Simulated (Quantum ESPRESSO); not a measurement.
# Moments of K2NiO2 from a parallel start

Wanted: the size of the moments of K2NiO2 in the parallel state.

Program: Quantum ESPRESSO 7.5. Level of theory: PBEsol with U = 3.6 eV on Ni d (ortho-atomic projectors); plane waves with GBRV 1.5 PBEsol potentials, no spin-orbit coupling. Results are calculated unless marked as measured.

**1. Starting point**

It takes space group I4/mmm (No. 139, tetragonal). Conventional cell: a = 3.953 Å, b = 3.953 Å, c = 12.838 Å, α = 90.00°, β = 90.00°, γ = 90.00°. Nearest to K lie 5 O at 2.71 to 2.81 Å. Ni has 2 O at 1.69 Å nearest. O has 1 Ni at 1.69 Å and 5 K at 2.71 to 2.81 Å nearest. Farther neighbours and most contacts between anions are not listed.

The cell comes from the Crystallography Open Database.

**2. Start 1: ferro +**

The signs are those of the starting moments on the seeded atoms, the atoms that are given a moment.

pw.in reads:

```
&CONTROL
  calculation = 'scf'
  prefix = 'pwscf'
  outdir = './tmp'
  pseudo_dir = './pseudo'
  disk_io = 'nowf'
  tprnfor = .true.
  tstress = .true.
/
&SYSTEM
  ibrav = 0
  nat = 5
  ntyp = 3
  ecutwfc = 40
  ecutrho = 280
  nbnd = 34
  occupations = 'smearing'
  smearing = 'fd'
  degauss = 0.00367493
  nspin = 2
  starting_magnetization(1) = 0
  starting_magnetization(2) = 0.1111
  starting_magnetization(3) = 0
/
&ELECTRONS
  conv_thr = 1d-08
  electron_maxstep = 150
  mixing_beta = 0.3
/
ATOMIC_SPECIES
K      39.0983 k_pbesol_v1.4.uspp.F.UPF
Ni     58.6934 ni_pbesol_v1.4.uspp.F.UPF
O      15.9990 o_pbesol_v1.2.uspp.F.UPF
CELL_PARAMETERS bohr
  -3.7348547127    3.7348547127   12.1305299392
   3.7348547127   -3.7348547127   12.1305299392
   3.7348547127    3.7348547127  -12.1305299392
ATOMIC_POSITIONS crystal
K       0.6574000000    0.6574000000    0.0000000000
K       0.3426000000    0.3426000000    0.0000000000
Ni      0.0000000000    0.0000000000    0.0000000000
O       0.8686000000    0.8686000000    0.0000000000
O       0.1314000000    0.1314000000    0.0000000000
K_POINTS automatic
8 8 8 0 0 0
HUBBARD {ortho-atomic}
U Ni-3d 3.6000
```

The run is started by

```console
OMP_NUM_THREADS=1 mpirun -n 4 pw.x -nk 4 -in pw.in > pw.out
```

Output:

```text
Program PWSCF v.7.5 starts

     Message from routine setup:
     using ibrav=0 with symmetry is DISCOURAGED, use correct ibrav instead

     K-points division:     npool     =       4
     Subspace diagonalization in iterative solution of the eigenvalue problem:

     G-vector sticks info
     --------------------
     sticks:   dense  smooth     PW     G-vecs:    dense   smooth      PW
     Sum        2861    1637    569                53525    23101    4845

     Using Slab Decomposition

     bravais-lattice index     =            0
     lattice parameter (alat)  =      13.2306  a.u.
     unit-cell volume          =     676.8418 (a.u.)^3
     number of atoms/cell      =            5
     number of atomic types    =            3
     number of electrons       =        48.00
     number of Kohn-Sham states=           34
     kinetic-energy cutoff     =      40.0000  Ry
     charge density cutoff     =     280.0000  Ry
     scf convergence threshold =      1.0E-08
     mixing beta               =       0.3000
     number of iterations used =            8  plain     mixing
     Exchange-correlation= SLA  PW   PSX  PSC
                           (   1   4  10   8   0   0   0)
     Hubbard projectors: ortho-atomic
     Hubbard parameters of DFT+U (Dudarev formulation) in eV:
     U(Ni-3d) =  3.6000

     Internal variables: lda_plus_u =T, lda_plus_u_kind = 0

     Internal variables: orbital_resolved =F, hub_pot_fix =F, apply_U = F

     celldm(1)=  13.230572  celldm(2)=   0.000000  celldm(3)=   0.000000
     celldm(4)=   0.000000  celldm(5)=   0.000000  celldm(6)=   0.000000

     crystal axes: (cart. coord. in units of alat)
               a(1) = (  -0.282290   0.282290   0.916856 )
               a(2) = (   0.282290  -0.282290   0.916856 )
               a(3) = (   0.282290   0.282290  -0.916856 )

     reciprocal axes: (cart. coord. in units 2 pi/alat)
               b(1) = (  0.000000  1.771230  0.545342 )
               b(2) = (  1.771230  0.000000  0.545342 )
               b(3) = (  1.771230  1.771230  0.000000 )

     PseudoPot. # 1 for K  read from file:
     k_pbesol_v1.4.uspp.F.UPF
     Pseudo is Ultrasoft + core correction, Zval =  9.0
     Generated by new atomic code, or converted to UPF format
     Using radial grid of  841 points,  6 beta functions with:
                l(1) =   0
                l(2) =   0
                l(3) =   1
                l(4) =   1
                l(5) =   2
                l(6) =   2
     Q(r) pseudized with  6 coefficients,  rinner =    1.500   1.500   1.500
                                                       1.500   1.500

     PseudoPot. # 2 for Ni read from file:
     ni_pbesol_v1.4.uspp.F.UPF
     Pseudo is Ultrasoft + core correction, Zval = 18.0
     Generated by new atomic code, or converted to UPF format
     Using radial grid of  865 points,  6 beta functions with:
                l(1) =   0
                l(2) =   0
                l(3) =   1
                l(4) =   1
                l(5) =   2
                l(6) =   2
     Q(r) pseudized with 10 coefficients,  rinner =    0.980   0.980   0.980
                                                       0.980   0.980

     PseudoPot. # 3 for O  read from file:
     o_pbesol_v1.2.uspp.F.UPF
     Pseudo is Ultrasoft + core correction, Zval =  6.0
     Generated by new atomic code, or converted to UPF format
     Using radial grid of  737 points,  5 beta functions with:
                l(1) =   0
                l(2) =   0
                l(3) =   1
                l(4) =   1
                l(5) =   2
     Q(r) pseudized with  8 coefficients,  rinner =    0.900   0.900   0.900
                                                       0.900   0.900

     atomic species   valence    mass     pseudopotential
     K                 9.00    39.09830     K ( 1.00)
     Ni               18.00    58.69340     Ni( 1.00)
     O                 6.00    15.99900     O ( 1.00)

     Starting magnetic structure
     atomic species   magnetization
     K               0.000
     Ni              0.111
     O               0.000

     16 Sym. Ops., with inversion, found

   Cartesian axes

     site n.     atom                  positions (alat units)
         1        K      tau(   1) = (  -0.0000000  -0.0000000   1.2054823  )
         2        K      tau(   2) = (   0.0000000   0.0000000   0.6282298  )
         3        Ni     tau(   3) = (   0.0000000   0.0000000   0.0000000  )
         4        O      tau(   4) = (  -0.0000000  -0.0000000   1.5927623  )
         5        O      tau(   5) = (   0.0000000   0.0000000   0.2409498  )

     number of k points=    59  Fermi-Dirac smearing, width (Ry)=  0.0037
                       cart. coord. in units 2pi/alat
        k(    1) = (   0.0000000   0.0000000   0.0000000), wk =   0.0019531
        k(    2) = (   0.2214037   0.2214037   0.0000000), wk =   0.0078125
        k(    3) = (   0.4428075   0.4428075   0.0000000), wk =   0.0078125
        k(    4) = (   0.6642112   0.6642112   0.0000000), wk =   0.0078125
        k(    5) = (  -0.8856149  -0.8856149   0.0000000), wk =   0.0039062
        [... 54 further k-points ...]

     Dense  grid:    53525 G-vectors     FFT dimensions: (  72,  72,  72)

     Smooth grid:    23101 G-vectors     FFT dimensions: (  54,  54,  54)

     Check: negative core charge=   -0.000005
     Generating pointlists ...
     new r_m :   0.1598 (alat units)  2.1136 (a.u.) for type    1
     new r_m :   0.0994 (alat units)  1.3150 (a.u.) for type    2
     new r_m :   0.0994 (alat units)  1.3150 (a.u.) for type    3

     Initial potential from superposition of free atoms

     starting charge      44.9927, renormalised to      48.0000

     STARTING HUBBARD OCCUPATIONS:

     =================== HUBBARD OCCUPATIONS ===================
     ------------------------ ATOM    3 ------------------------
     Tr[ns(  3)] (up, down, total) =   5.00000  3.00000  8.00000
     Atomic magnetic moment for atom   3 =   2.00000
     [... lines left out ...]
     Number of occupied Hubbard levels =    8.0000

     Atomic wfc used for Hubbard projectors are orthogonalized

     Starting wfcs are   37 randomized atomic wfcs

     Self-consistent Calculation

     iteration #  1     ecut=    40.00 Ry     beta= 0.30
     Davidson diagonalization with overlap
     ethr =  1.00E-02,  avg # of iterations =  9.2

     =================== HUBBARD OCCUPATIONS ===================
     ------------------------ ATOM    3 ------------------------
     Tr[ns(  3)] (up, down, total) =   2.03997  0.56049  2.60046
     Atomic magnetic moment for atom   3 =   1.47948
     [... lines left out ...]
     Number of occupied Hubbard levels =    2.6005

     total energy              =    -509.90164201 Ry
     estimated scf accuracy    <      33.96534675 Ry

     total magnetization       =     1.66 Bohr mag/cell
     absolute magnetization    =     1.83 Bohr mag/cell

     iteration #  2     ecut=    40.00 Ry     beta= 0.30
     Davidson diagonalization with overlap
     ethr =  1.00E-02,  avg # of iterations =  4.0

     total energy              =    -520.23313473 Ry
     estimated scf accuracy    <      22.28365078 Ry

     total magnetization       =     0.20 Bohr mag/cell
     absolute magnetization    =     0.23 Bohr mag/cell

     iteration #  3     ecut=    40.00 Ry     beta= 0.30
     Davidson diagonalization with overlap
     ethr =  1.00E-02,  avg # of iterations =  2.0

     total energy              =    -520.85464480 Ry
     estimated scf accuracy    <       4.31027814 Ry

     total magnetization       =     1.35 Bohr mag/cell
     absolute magnetization    =     1.40 Bohr mag/cell

     [... further iterations left out ...]

     iteration # 13     ecut=    40.00 Ry     beta= 0.30
     Davidson diagonalization with overlap
     ethr =  8.95E-09,  avg # of iterations =  4.1

     total energy              =    -521.39214744 Ry
     estimated scf accuracy    <       0.00000106 Ry

     total magnetization       =     2.00 Bohr mag/cell
     absolute magnetization    =     2.28 Bohr mag/cell

     iteration # 14     ecut=    40.00 Ry     beta= 0.30
     Davidson diagonalization with overlap
     ethr =  2.20E-09,  avg # of iterations =  2.1

     total energy              =    -521.39214859 Ry
     estimated scf accuracy    <       0.00000212 Ry

     total magnetization       =     2.00 Bohr mag/cell
     absolute magnetization    =     2.29 Bohr mag/cell

     iteration # 15     ecut=    40.00 Ry     beta= 0.30
     Davidson diagonalization with overlap
     ethr =  2.20E-09,  avg # of iterations =  2.0

     total energy              =    -521.39214938 Ry
     estimated scf accuracy    <       0.00000021 Ry

     total magnetization       =     2.00 Bohr mag/cell
     absolute magnetization    =     2.29 Bohr mag/cell

     iteration # 16     ecut=    40.00 Ry     beta= 0.30
     Davidson diagonalization with overlap
     ethr =  4.29E-10,  avg # of iterations =  2.1

     Magnetic moment per site  (integrated on atomic sphere of radius R)
     atom   1 (R=0.160)  charge=  7.4962  magn=  0.0021
     atom   2 (R=0.160)  charge=  7.4962  magn=  0.0021
     atom   3 (R=0.099)  charge= 14.5006  magn=  1.3161
     atom   4 (R=0.099)  charge=  4.5897  magn=  0.2593
     atom   5 (R=0.099)  charge=  4.5897  magn=  0.2593

     End of self-consistent calculation

     =================== HUBBARD OCCUPATIONS ===================
     ------------------------ ATOM    3 ------------------------
     Tr[ns(  3)] (up, down, total) =   4.84042  3.44698  8.28740
     Atomic magnetic moment for atom   3 =   1.39344
     [... lines left out ...]
     Number of occupied Hubbard levels =    8.2874

     Number of k-points >= 100: set verbosity='high' to print the bands.

     the Fermi energy is     5.1993 ev

!    total energy              =    -521.39214983 Ry
     estimated scf accuracy    <          3.9E-09 Ry
     smearing contrib. (-TS)   =      -0.00000000 Ry
     internal energy E=F+TS    =    -521.39214983 Ry

     The total energy is F=E-TS. E is the sum of the following terms:
     one-electron contribution =    -422.42295892 Ry
     hartree contribution      =     226.64066458 Ry
     xc contribution           =     -67.34718611 Ry
     ewald contribution        =    -258.36596034 Ry
     Hubbard energy            =       0.10329097 Ry

     total magnetization       =     2.00 Bohr mag/cell
     absolute magnetization    =     2.29 Bohr mag/cell

     convergence has been achieved in  16 iterations

     Forces acting on atoms (cartesian axes, Ry/au):

     atom    1 type  1   force =    -0.00000000   -0.00000000   -0.00359136
     atom    2 type  1   force =     0.00000000    0.00000000    0.00359136
     atom    3 type  2   force =    -0.00000000   -0.00000000    0.00000000
     atom    4 type  3   force =     0.00000000    0.00000000   -0.02058570
     atom    5 type  3   force =    -0.00000000   -0.00000000    0.02058570

     Total force =     0.029552     Total SCF correction =     0.000112

     Computing stress (Cartesian axis) and pressure

          total   stress  (Ry/bohr**3)                   (kbar)     P=      -17.59
  -0.00018103  -0.00000000  -0.00000000          -26.63       -0.00       -0.00
  -0.00000000  -0.00018103  -0.00000000           -0.00      -26.63       -0.00
  -0.00000000  -0.00000000   0.00000335           -0.00       -0.00        0.49

=------------------------------------------------------------------------------=
   JOB DONE.
=------------------------------------------------------------------------------=
```

Wall time 3.8 min (4 MPI ranks of Intel Xeon Platinum 8175M at 2.50GHz (Skylake/Cascade Lake), shared host); peak memory 0.89 GiB.

Spin moment in the atom's sphere by atom:

| atom | spin moment in the atom's sphere (μB) |
| --- | --- |
| K1 | 0.00 |
| K2 | 0.00 |
| Ni3 | 1.32 |
| O4 | 0.26 |
| O5 | 0.26 |

Numbers from this step:

```yaml
smearing_term_ts: 1.83e-8 eV
pressure: -1.759 GPa
magnetization: 2 μB
absolute_magnetization: 2.285 μB
final_state: ferromagnetic
```

**3. Run 2 (no spin polarisation)**

pw.in: that of step 2 with these lines changed.

```diff
@@ -15,3 +15,3 @@
   ecutrho = 280
-  nbnd = 34
+  nbnd = 33
   occupations = 'smearing'
@@ -19,6 +19,2 @@
   degauss = 0.00367493
-  nspin = 2
-  starting_magnetization(1) = 0
-  starting_magnetization(2) = 0.1111
-  starting_magnetization(3) = 0
 /
```

Output:

```text
[banner, memory and clock lines left out]
Program PWSCF v.7.5 starts

     Message from routine setup:
     using ibrav=0 with symmetry is DISCOURAGED, use correct ibrav instead

     bravais-lattice index     =            0
     lattice parameter (alat)  =      13.2306  a.u.
     unit-cell volume          =     676.8418 (a.u.)^3
     number of atoms/cell      =            5
     number of atomic types    =            3
     number of electrons       =        48.00
     number of Kohn-Sham states=           33
     kinetic-energy cutoff     =      40.0000  Ry
     charge density cutoff     =     280.0000  Ry
     scf convergence threshold =      1.0E-08
     mixing beta               =       0.3000
     number of iterations used =            8  plain     mixing
     Exchange-correlation= SLA  PW   PSX  PSC
                           (   1   4  10   8   0   0   0)
     Hubbard projectors: ortho-atomic
     Hubbard parameters of DFT+U (Dudarev formulation) in eV:
     U(Ni-3d) =  3.6000

     Internal variables: lda_plus_u =T, lda_plus_u_kind = 0

     Internal variables: orbital_resolved =F, hub_pot_fix =F, apply_U = F

     celldm(1)=  13.230572  celldm(2)=   0.000000  celldm(3)=   0.000000
     celldm(4)=   0.000000  celldm(5)=   0.000000  celldm(6)=   0.000000

     crystal axes: (cart. coord. in units of alat)
               a(1) = (  -0.282290   0.282290   0.916856 )
               a(2) = (   0.282290  -0.282290   0.916856 )
               a(3) = (   0.282290   0.282290  -0.916856 )

     reciprocal axes: (cart. coord. in units 2 pi/alat)
               b(1) = (  0.000000  1.771230  0.545342 )
               b(2) = (  1.771230  0.000000  0.545342 )
               b(3) = (  1.771230  1.771230  0.000000 )

     PseudoPot. # 1 for K  read from file:
     k_pbesol_v1.4.uspp.F.UPF
     Pseudo is Ultrasoft + core correction, Zval =  9.0

     PseudoPot. # 2 for Ni read from file:
     ni_pbesol_v1.4.uspp.F.UPF
     Pseudo is Ultrasoft + core correction, Zval = 18.0

     PseudoPot. # 3 for O  read from file:
     o_pbesol_v1.2.uspp.F.UPF
     Pseudo is Ultrasoft + core correction, Zval =  6.0

     atomic species   valence    mass     pseudopotential
     K                 9.00    39.09830     K ( 1.00)
     Ni               18.00    58.69340     Ni( 1.00)
     O                 6.00    15.99900     O ( 1.00)

     16 Sym. Ops., with inversion, found

   Cartesian axes

     site n.     atom                  positions (alat units)
         1        K      tau(   1) = (  -0.0000000  -0.0000000   1.2054823  )
         2        K      tau(   2) = (   0.0000000   0.0000000   0.6282298  )
         3        Ni     tau(   3) = (   0.0000000   0.0000000   0.0000000  )
         4        O      tau(   4) = (  -0.0000000  -0.0000000   1.5927623  )
         5        O      tau(   5) = (   0.0000000   0.0000000   0.2409498  )

     number of k points=    59  Fermi-Dirac smearing, width (Ry)=  0.0037
                       cart. coord. in units 2pi/alat
        k(    1) = (   0.0000000   0.0000000   0.0000000), wk =   0.0039062
        k(    2) = (   0.2214037   0.2214037   0.0000000), wk =   0.0156250
        k(    3) = (   0.4428075   0.4428075   0.0000000), wk =   0.0156250
        k(    4) = (   0.6642112   0.6642112   0.0000000), wk =   0.0156250
        k(    5) = (  -0.8856149  -0.8856149   0.0000000), wk =   0.0078125
        [... 54 further k-points ...]

     Dense  grid:    53525 G-vectors     FFT dimensions: (  72,  72,  72)

     Smooth grid:    23101 G-vectors     FFT dimensions: (  54,  54,  54)

     Check: negative core charge=   -0.000005

     Initial potential from superposition of free atoms

     starting charge      44.9927, renormalised to      48.0000

     STARTING HUBBARD OCCUPATIONS:

     =================== HUBBARD OCCUPATIONS ===================
     ------------------------ ATOM    3 ------------------------
     Tr[ns(  3)] =   8.00000
     [... lines left out ...]
     Number of occupied Hubbard levels =    8.0000

     Atomic wfc used for Hubbard projectors are orthogonalized

     Starting wfcs are   37 randomized atomic wfcs

     Self-consistent Calculation

     iteration #  1     ecut=    40.00 Ry     beta= 0.30
     Davidson diagonalization with overlap
     ethr =  1.00E-02,  avg # of iterations =  9.6

     =================== HUBBARD OCCUPATIONS ===================
     ------------------------ ATOM    3 ------------------------
     Tr[ns(  3)] =   2.14306
     [... lines left out ...]
     Number of occupied Hubbard levels =    2.1431

     total energy              =    -508.24261400 Ry
     estimated scf accuracy    <      37.55102069 Ry

     iteration #  2     ecut=    40.00 Ry     beta= 0.30
     Davidson diagonalization with overlap
     ethr =  1.00E-02,  avg # of iterations =  4.1

     total energy              =    -520.29446380 Ry
     estimated scf accuracy    <      24.92077639 Ry

     [... further iterations left out ...]

     iteration # 16     ecut=    40.00 Ry     beta= 0.30
     Davidson diagonalization with overlap
     ethr =  3.51E-11,  avg # of iterations =  2.0

     total energy              =    -521.30168659 Ry
     estimated scf accuracy    <       0.00000001 Ry

     iteration # 17     ecut=    40.00 Ry     beta= 0.30
     Davidson diagonalization with overlap
     ethr =  2.28E-11,  avg # of iterations =  1.7

     End of self-consistent calculation

     =================== HUBBARD OCCUPATIONS ===================
     ------------------------ ATOM    3 ------------------------
     Tr[ns(  3)] =   8.44657
     [... lines left out ...]
     Number of occupied Hubbard levels =    8.4466
     [... lines left out ...]
     the Fermi energy is     4.9895 ev

!    total energy              =    -521.30168660 Ry
     estimated scf accuracy    <          5.1E-09 Ry
     smearing contrib. (-TS)   =      -0.00716796 Ry
     internal energy E=F+TS    =    -521.29451864 Ry

     The total energy is F=E-TS. E is the sum of the following terms:
     one-electron contribution =    -423.28626682 Ry
     hartree contribution      =     227.49458932 Ry
     xc contribution           =     -67.29267755 Ry
     ewald contribution        =    -258.36596034 Ry
     Hubbard energy            =       0.15579675 Ry

     convergence has been achieved in  17 iterations

     Forces acting on atoms (cartesian axes, Ry/au):

     atom    1 type  1   force =    -0.00000000   -0.00000000   -0.00899382
     atom    2 type  1   force =    -0.00000000   -0.00000000    0.00899382
     atom    3 type  2   force =    -0.00000000   -0.00000000    0.00000000
     atom    4 type  3   force =    -0.00000000   -0.00000000   -0.01302529
     atom    5 type  3   force =     0.00000000    0.00000000    0.01302529

     Total force =     0.022385     Total SCF correction =     0.000071

     Computing stress (Cartesian axis) and pressure

          total   stress  (Ry/bohr**3)                   (kbar)     P=      -23.81
  -0.00019458   0.00000000   0.00000000          -28.62        0.00        0.00
   0.00000000  -0.00019458   0.00000000            0.00      -28.62        0.00
   0.00000000   0.00000000  -0.00009636            0.00        0.00      -14.18
```

Run time: 2.5 min. Hardware: 4 MPI ranks; peak memory 0.66 GiB; 10 min of CPU time.

Read from the output:

```yaml
smearing_term_ts: 0.09753 eV
pressure: -2.381 GPa
final_state: non-magnetic (no spin polarisation)
```

(Continued in part 2 of 2.)

[Logs and program files are shortened in this print: banners, set-up blocks, solver, clock and traceback lines can be left out without a mark of their own.]

[Logs are printed without paths, hosts, clocks, repeated set-up lines and the standing remarks that a program may print on its own settings, such as how far it seeks lower states.]

[Hosts, paths, dates, database ids (printed as entryN), source tags and the programs' standing remarks are cut or masked in the printed files.]

[Where a cell is said to come from a database of computed structures, the database is the Materials Project.]
